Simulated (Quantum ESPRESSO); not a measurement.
# O on top sites of TaN(001): a series in the coverage, part 4 of 10

What law, if any, do the results for O on top sites of TaN(001) follow against the coverage?

Quantum ESPRESSO 7.5; plane-wave DFT, PBE, GBRV ultrasoft pseudopotentials.

So far. Step 2 (Variable-cell relaxation of the reference):  The last row is no step: it is a fresh SCF in the final cell with a new plane-wave basis, +0 meV from the row before.

## 5. Relaxing the ions, 0 ML

What the set-up leaves free in this member is relaxed.

System of this step: TaN(001), 3 layers, 1 sites a cell. The cell holds 6 atoms: 3 Ta and 3 N. Its edges and angles: a = 3.121 Å, b = 3.121 Å, c = 18.418 Å, α = 90.0°, β = 90.0°, γ = 90.0°. It derives from TaN. Vacuum lies along c.

File m0.relax.in:

```
&control
  prefix = 'm0.relax'
  outdir = './out'
  pseudo_dir = './pseudo'
  nstep = 70
  forc_conv_thr = 0.0015
  calculation = 'relax'
/
&system
  ibrav = 0
  nat = 6
  ntyp = 2
  ecutwfc = 40
  ecutrho = 200
  occupations = 'smearing'
  smearing = 'mv'
  degauss = 0.02
/
&electrons
  conv_thr = 1e-07
  mixing_beta = 0.3
  electron_maxstep = 120
  mixing_mode = 'local-TF'
/
&ions
/
ATOMIC_SPECIES
  Ta  180.9479  ta_pbe_v1.uspp.F.UPF
  N   14.0070  n_pbe_v1.2.uspp.F.UPF
CELL_PARAMETERS angstrom
  3.12077692700000 0.00000000000000 0.00000000000000
  0.00000000000000 3.12077692700000 0.00000000000000
  0.00000000000000 0.00000000000000 18.41842098092308
ATOMIC_POSITIONS crystal
  Ta  0.000000000000 0.000000000000 0.380021715527
  N   0.500000000000 0.500000000000 0.380021715527
  Ta  0.500000000000 0.500000000000 0.500000000000 0 0 0
  N   0.000000000000 0.000000000000 0.500000000000 0 0 0
  Ta  0.000000000000 0.000000000000 0.619978284473
  N   0.500000000000 0.500000000000 0.619978284473
K_POINTS automatic
  7 7 1 0 0 0
```

Launch:

```bash
> OMP_NUM_THREADS=1 mpirun -n 16 pw.x -nk 2 -in m0.relax.in > m0.relax.out
```

Output:

```text
[banner, memory and clock lines left out]
Program PWSCF v.7.5 starts

          URL

     Message from routine setup:
     using ibrav=0 with symmetry is DISCOURAGED, use correct ibrav instead

     bravais-lattice index     =            0
     lattice parameter (alat)  =       5.8974  a.u.
     unit-cell volume          =    1210.5269 (a.u.)^3
     number of atoms/cell      =            6
     number of atomic types    =            2
     number of electrons       =        54.00
     number of Kohn-Sham states=           32
     kinetic-energy cutoff     =      40.0000  Ry
     charge density cutoff     =     200.0000  Ry
     scf convergence threshold =      1.0E-07
     mixing beta               =       0.3000
     number of iterations used =            8  local-TF  mixing
     energy convergence thresh.=      1.0E-04
     force convergence thresh. =      1.5E-03
     Exchange-correlation= SLA  PW   PBE  PBE
                           (   1   4   3   4   0   0   0)
     nstep                     =           70

     celldm(1)=   5.897414  celldm(2)=   0.000000  celldm(3)=   0.000000
     celldm(4)=   0.000000  celldm(5)=   0.000000  celldm(6)=   0.000000

     crystal axes: (cart. coord. in units of alat)
               a(1) = (   1.000000   0.000000   0.000000 )
               a(2) = (   0.000000   1.000000   0.000000 )
               a(3) = (   0.000000   0.000000   5.901870 )

     reciprocal axes: (cart. coord. in units 2 pi/alat)
               b(1) = (  1.000000  0.000000  0.000000 )
               b(2) = (  0.000000  1.000000  0.000000 )
               b(3) = (  0.000000  0.000000  0.169438 )

     PseudoPot. # 1 for Ta read from file:
     ./pseudo/ta_pbe_v1.uspp.F.UPF
     Pseudo is Ultrasoft + core correction, Zval = 13.0
     Generated by new atomic code, or converted to UPF format
     Using radial grid of  921 points,  7 beta functions with:
                l(1) =   0
                l(2) =   0
                l(3) =   1
                l(4) =   1
                l(5) =   2
                l(6) =   2
                l(7) =   3
     Q(r) pseudized with  6 coefficients,  rinner =    1.300   1.300   1.300
                                                       1.300   1.300   1.300
                                                       1.300

     PseudoPot. # 2 for N  read from file:
     ./pseudo/n_pbe_v1.2.uspp.F.UPF
     Pseudo is Ultrasoft + core correction, Zval =  5.0
     Generated by new atomic code, or converted to UPF format
     Using radial grid of  729 points,  4 beta functions with:
                l(1) =   0
                l(2) =   0
                l(3) =   1
                l(4) =   1
     Q(r) pseudized with  8 coefficients,  rinner =    0.900   0.900   0.900

     atomic species   valence    mass     pseudopotential
     Ta               13.00   180.94790     Ta( 1.00)
     N                 5.00    14.00700     N ( 1.00)

     16 Sym. Ops., with inversion, found

   Cartesian axes

     site n.     atom                  positions (alat units)
         1        Ta     tau(   1) = (   0.0000000   0.0000000   2.2428389  )
         2        N      tau(   2) = (   0.5000000   0.5000000   2.2428389  )
         3        Ta     tau(   3) = (   0.5000000   0.5000000   2.9509352  )
         4        N      tau(   4) = (   0.0000000   0.0000000   2.9509352  )
         5        Ta     tau(   5) = (   0.0000000   0.0000000   3.6590315  )
         6        N      tau(   6) = (   0.5000000   0.5000000   3.6590315  )

     number of k points=    10  Marzari-Vanderbilt smearing, width (Ry)=  0.0200
                       cart. coord. in units 2pi/alat
        k(    1) = (   0.0000000   0.0000000   0.0000000), wk =   0.0408163
        k(    2) = (   0.0000000   0.1428571   0.0000000), wk =   0.1632653
        k(    3) = (   0.0000000   0.2857143   0.0000000), wk =   0.1632653
        k(    4) = (   0.0000000   0.4285714   0.0000000), wk =   0.1632653
        k(    5) = (   0.1428571   0.1428571   0.0000000), wk =   0.1632653
        k(    6) = (   0.1428571   0.2857143   0.0000000), wk =   0.3265306
        k(    7) = (   0.1428571   0.4285714   0.0000000), wk =   0.3265306
        k(    8) = (   0.2857143   0.2857143   0.0000000), wk =   0.1632653
        k(    9) = (   0.2857143   0.4285714   0.0000000), wk =   0.3265306
        k(   10) = (   0.4285714   0.4285714   0.0000000), wk =   0.1632653

     Dense  grid:    57845 G-vectors     FFT dimensions: (  27,  27, 160)

     Smooth grid:    41369 G-vectors     FFT dimensions: (  24,  24, 144)

     Initial potential from superposition of free atoms

     starting charge      53.9966, renormalised to      54.0000

     negative rho (up, down):  2.860E-01 0.000E+00
     Starting wfcs are   51 randomized atomic wfcs

     per-process dynamical memory:    17.7 Mb

     Self-consistent Calculation

     iteration #  1     ecut=    40.00 Ry     beta= 0.30
     Davidson diagonalization with overlap
     ethr =  1.00E-02,  avg # of iterations =  2.0

     negative rho (up, down):  2.856E-01 0.000E+00

     total energy              =    -486.39853174 Ry
     estimated scf accuracy    <       2.39665466 Ry

     iteration #  2     ecut=    40.00 Ry     beta= 0.30
     Davidson diagonalization with overlap
     ethr =  4.44E-03,  avg # of iterations =  1.0

     negative rho (up, down):  2.877E-01 0.000E+00

     total energy              =    -486.06569285 Ry
     estimated scf accuracy    <       1.11691292 Ry

     iteration #  3     ecut=    40.00 Ry     beta= 0.30
     Davidson diagonalization with overlap
     ethr =  2.07E-03,  avg # of iterations =  2.9

     negative rho (up, down):  2.925E-01 0.000E+00

     total energy              =    -486.27656927 Ry
     estimated scf accuracy    <       0.10944811 Ry

     iteration #  4     ecut=    40.00 Ry     beta= 0.30
     Davidson diagonalization with overlap
     ethr =  2.03E-04,  avg # of iterations =  3.3

     negative rho (up, down):  2.986E-01 0.000E+00

     total energy              =    -486.29322535 Ry
     estimated scf accuracy    <       0.08412235 Ry

     iteration #  5     ecut=    40.00 Ry     beta= 0.30
     Davidson diagonalization with overlap
     ethr =  1.56E-04,  avg # of iterations =  2.1

     negative rho (up, down):  3.011E-01 0.000E+00

     total energy              =    -486.27737140 Ry
     estimated scf accuracy    <       0.04558228 Ry

     iteration #  6     ecut=    40.00 Ry     beta= 0.30
     Davidson diagonalization with overlap
     ethr =  8.44E-05,  avg # of iterations =  7.3

     negative rho (up, down):  3.000E-01 0.000E+00

[...]
iteration #  6     ecut=    40.00 Ry     beta= 0.30
     Davidson diagonalization with overlap
     ethr =  2.76E-10,  avg # of iterations =  4.2

     negative rho (up, down):  3.013E-01 0.000E+00

     total energy              =    -486.32055343 Ry
     estimated scf accuracy    <       0.00000002 Ry

     iteration #  7     ecut=    40.00 Ry     beta= 0.30
     Davidson diagonalization with overlap
     ethr =  3.96E-11,  avg # of iterations =  4.7

     negative rho (up, down):  3.013E-01 0.000E+00

     total energy              =    -486.32055343 Ry
     estimated scf accuracy    <       0.00000005 Ry

     iteration #  8     ecut=    40.00 Ry     beta= 0.30
     Davidson diagonalization with overlap
     ethr =  3.96E-11,  avg # of iterations =  4.1

     negative rho (up, down):  3.013E-01 0.000E+00

     total energy              =    -486.32055345 Ry
     estimated scf accuracy    <          3.2E-09 Ry

     iteration #  9     ecut=    40.00 Ry     beta= 0.30
     Davidson diagonalization with overlap
     ethr =  5.89E-12,  avg # of iterations =  4.3

     negative rho (up, down):  3.013E-01 0.000E+00

     total energy              =    -486.32055345 Ry
     estimated scf accuracy    <       0.00000001 Ry

     iteration # 10     ecut=    40.00 Ry     beta= 0.30
     Davidson diagonalization with overlap
     ethr =  5.89E-12,  avg # of iterations =  4.1

     negative rho (up, down):  3.013E-01 0.000E+00

     total energy              =    -486.32055345 Ry
     estimated scf accuracy    <          1.5E-09 Ry

     iteration # 11     ecut=    40.00 Ry     beta= 0.30
     Davidson diagonalization with overlap
     ethr =  2.81E-12,  avg # of iterations =  4.7

     negative rho (up, down):  3.013E-01 0.000E+00

     total energy              =    -486.32055345 Ry
     estimated scf accuracy    <          1.1E-09 Ry

     iteration # 12     ecut=    40.00 Ry     beta= 0.30
     Davidson diagonalization with overlap
     ethr =  2.13E-12,  avg # of iterations =  1.2

     negative rho (up, down):  3.013E-01 0.000E+00

     End of self-consistent calculation

          k = 0.0000 0.0000 0.0000 (  5131 PWs)   bands (ev):

   -64.0242 -64.0215 -63.5092 -30.7781 -30.7020 -30.3636 -30.3636 -30.3082
   -30.3082 -29.9644 -29.9644 -29.8706 -12.8311 -11.0383 -10.9122  -1.9554
    -0.2601   0.3377   0.3377   0.5170   0.7331   1.9989   2.1450   2.1450
     2.3069   2.3069   3.4577   4.2072   4.2072   5.1672   5.9002   6.7089

          k = 0.0000 0.1429 0.0000 (  5140 PWs)   bands (ev):

   -64.0205 -64.0183 -63.5062 -30.7579 -30.7335 -30.4264 -30.4127 -30.3449
   -30.2988 -30.0314 -29.9626 -29.8511 -12.5543 -10.7874 -10.6485  -2.0971
    -1.3215  -0.3482  -0.1640   0.3853   0.6914   0.8109   1.3318   1.5094
     2.3235   3.3217   4.2784   4.3749   4.4151   5.2763   6.5868   6.9600

          k = 0.0000 0.2857 0.0000 (  5150 PWs)   bands (ev):

   -64.0122 -64.0111 -63.4995 -30.8234 -30.7231 -30.6051 -30.5744 -30.3016
   -30.2772 -30.1468 -29.9597 -29.8345 -11.8767 -10.1681  -9.9941  -3.0341
    -2.6138  -1.4611  -1.2080  -0.9142   0.0237   0.1193   0.3107   0.4374
     4.0654   4.2612   5.0338   5.3868   5.6313   6.1006   7.1291   7.4793

          k = 0.0000 0.4286 0.0000 (  5146 PWs)   bands (ev):

   -64.0055 -64.0053 -63.4942 -30.9088 -30.7976 -30.7055 -30.6392 -30.2644
   -30.2601 -30.2040 -29.9595 -29.8348 -11.2430  -9.5861  -9.3675  -4.2110
    -3.3528  -2.3506  -2.1433  -1.5315  -0.5956  -0.4019  -0.1721   0.1846
     5.0291   5.9639   5.9899   6.5648   6.6795   7.2102   7.3949   7.4047

          k = 0.1429 0.1429 0.0000 (  5149 PWs)   bands (ev):

   -64.0169 -64.0151 -63.5031 -30.7455 -30.7379 -30.4384 -30.4238 -30.3968
   -30.3723 -30.0315 -30.0229 -29.8398 -12.3367 -10.5920 -10.4382  -2.1908
    -1.9420  -0.8567  -0.0342   0.0161   0.1729   0.6818   0.6869   0.8844
     3.3307   3.3471   4.5691   5.1376   5.2849   5.4246   6.6785   7.0842

          k = 0.1429 0.2857 0.0000 (  5172 PWs)   bands (ev):

   -64.0088 -64.0079 -63.4963 -30.8020 -30.7013 -30.5921 -30.5769 -30.3925
   -30.3613 -30.1356 -30.0250 -29.8350 -11.8337 -10.1364  -9.9462  -3.1103
    -2.5604  -1.4742  -1.0602  -0.9490  -0.1292   0.1347   0.5360   0.5373
     3.1159   4.7655   5.7865   5.9380   6.2438   6.3665   6.5805   6.7505

          k = 0.1429 0.4286 0.0000 (  5168 PWs)   bands (ev):

   -64.0023 -64.0021 -63.4908 -30.8731 -30.7677 -30.7034 -30.6318 -30.3720
   -30.3358 -30.1837 -30.0282 -29.8430 -11.4106  -9.7484  -9.5234  -3.8094
    -3.0155  -2.0921  -1.7498  -1.3262  -0.4406  -0.4374   0.2977   0.3441
     3.6411   5.1783   5.7707   6.7761   7.1347   7.2592   7.4110   7.6622

          k = 0.2857 0.2857 0.0000 (  5190 PWs)   bands (ev):

   -64.0013 -64.0007 -63.4890 -30.7716 -30.6580 -30.6060 -30.5777 -30.5420
   -30.5142 -30.1509 -30.1352 -29.8476 -11.7801 -10.1000  -9.8804  -3.0821
    -2.4077  -1.3128  -1.1517  -0.9586   0.2332   0.2407   0.5442   0.7264
     2.0704   4.9630   5.7044   6.2403   6.6417   7.1940   7.2854   7.5055

          k = 0.2857 0.4286 0.0000 (  5199 PWs)   bands (ev):

   -63.9952 -63.9950 -63.4831 -30.7904 -30.7109 -30.6972 -30.6147 -30.5472
   -30.5020 -30.2053 -30.1628 -29.8662 -11.7773 -10.1036  -9.8676  -2.7794
    -2.2395  -1.5719  -0.8075  -0.7296  -0.0050   0.0029   0.6411   0.8665
     2.1446   3.6782   5.4426   6.3006   6.9875   7.9585   8.3267   8.4123

          k = 0.4286 0.4286 0.0000 (  5206 PWs)   bands (ev):

   -63.9894 -63.9893 -63.4770 -30.7544 -30.7392 -30.6407 -30.6286 -30.6264
   -30.6007 -30.2504 -30.2416 -29.8903 -12.0600 -10.3780 -10.1351  -1.7243
    -1.5857  -1.3009   0.0067   0.0869   0.2717   0.5872   0.9987   1.0304
     1.2611   2.5592   5.5685   5.6344   7.0352   8.7510   8.8794   8.9043

     the Fermi energy is     5.5368 ev

!    total energy              =    -486.32055345 Ry
     estimated scf accuracy    <          6.4E-10 Ry
     smearing contrib. (-TS)   =      -0.00037542 Ry
     internal energy E=F+TS    =    -486.32017803 Ry

     The total energy is F=E-TS. E is the sum of the following terms:
     one-electron contribution =   -2669.95546393 Ry
     hartree contribution      =    1339.88163440 Ry
     xc contribution           =    -142.90844514 Ry
     ewald contribution        =     986.66209664 Ry

     convergence has been achieved in  12 iterations

     negative rho (up, down):  3.013E-01 0.000E+00

     Forces acting on atoms (cartesian axes, Ry/au):

     atom    1 type  1   force =     0.00000000    0.00000000   -0.00011025
     atom    2 type  2   force =     0.00000000    0.00000000    0.00002306
     atom    3 type  1   force =     0.00000000    0.00000000    0.00000000
     atom    4 type  2   force =     0.00000000    0.00000000    0.00000000
     atom    5 type  1   force =     0.00000000    0.00000000    0.00011025
     atom    6 type  2   force =     0.00000000    0.00000000   -0.00002306

     Total force =     0.000159     Total SCF correction =     0.000144
     SCF correction compared to forces is large: reduce conv_thr to get better values
     Energy error            =      9.0E-06 Ry
     Gradient error          =      1.1E-04 Ry/Bohr

     bfgs converged in  10 scf cycles and   8 bfgs steps
     (criteria: energy <  1.0E-04 Ry, force <  1.5E-03 Ry/Bohr)

     End of BFGS Geometry Optimization

     Final energy             =    -486.3205534499 Ry

     File ./out/m0.relax.bfgs deleted, as requested
Begin final coordinates

ATOMIC_POSITIONS (crystal)
Ta               0.0000000000        0.0000000000        0.3875215561
N                0.5000000000        0.5000000000        0.3708243206
Ta               0.5000000000        0.5000000000        0.5000000000    0   0   0
N                0.0000000000        0.0000000000        0.5000000000    0   0   0
Ta               0.0000000000        0.0000000000        0.6124784439
N                0.5000000000        0.5000000000        0.6291756794
End final coordinates

     XML data file, charge density, pseudopotentials, collected wavefunctions

                                        0.00s GPU  (    3527 calls)
```

Elapsed: 38 s, on 16 MPI ranks of Arm Neoverse V2, shared host; peak memory 1.1 GiB.

Step by step:

```csv
step,energy less that of the first step (eV),largest force (eV/Å)
1,0.0000,1.6302
2,-0.1802,1.1813
3,-0.3137,0.7468
4,-0.4272,0.3689
5,-0.4263,0.7708
6,-0.4459,0.1580
7,-0.4474,0.1332
8,-0.4492,0.1115
9,-0.4508,0.0359
10,-0.4509,0.0028
```

The atoms that moved most (Å):

```csv
atom,dx,dy,dz,length
N6,0.000,0.000,0.169,0.169
N2,0.000,0.000,-0.169,0.169
Ta1,0.000,0.000,0.138,0.138
Ta5,0.000,0.000,-0.138,0.138
```

Final coordinates:

```xyz
6
Lattice="3.1208 0.0000 0.0000 0.0000 3.1208 0.0000 0.0000 0.0000 18.4184" Properties=species:S:1:pos:R:3
Ta    0.0000    0.0000    7.1375
N     1.5604    1.5604    6.8300
Ta    1.5604    1.5604    9.2092
N     0.0000    0.0000    9.2092
Ta    0.0000    0.0000   11.2809
N     1.5604    1.5604   11.5884
```

The relaxation lowers the energy by 75 meV an atom. On the free atoms the largest force ends at 0.003 eV/Å.

Numbers from this step:

```
free energy  : -6616.7282 eV
Fermi energy : 5.537 eV
```

(Continued in part 5 of 10.)

[Logs are printed without paths, hosts, clocks, repeated set-up lines and the standing remarks that a program may print on its own settings, such as how far it seeks lower states.]

[Hosts, paths, dates, database ids (printed as entryN), source tags and the programs' standing remarks are cut or masked in the printed files.]

[Maps of the electrostatic potential energy from Ansatz leave out the sawtooth potential of an applied field or a dipole correction, so their vacuum need not be flat; planar profiles and work functions include it.]
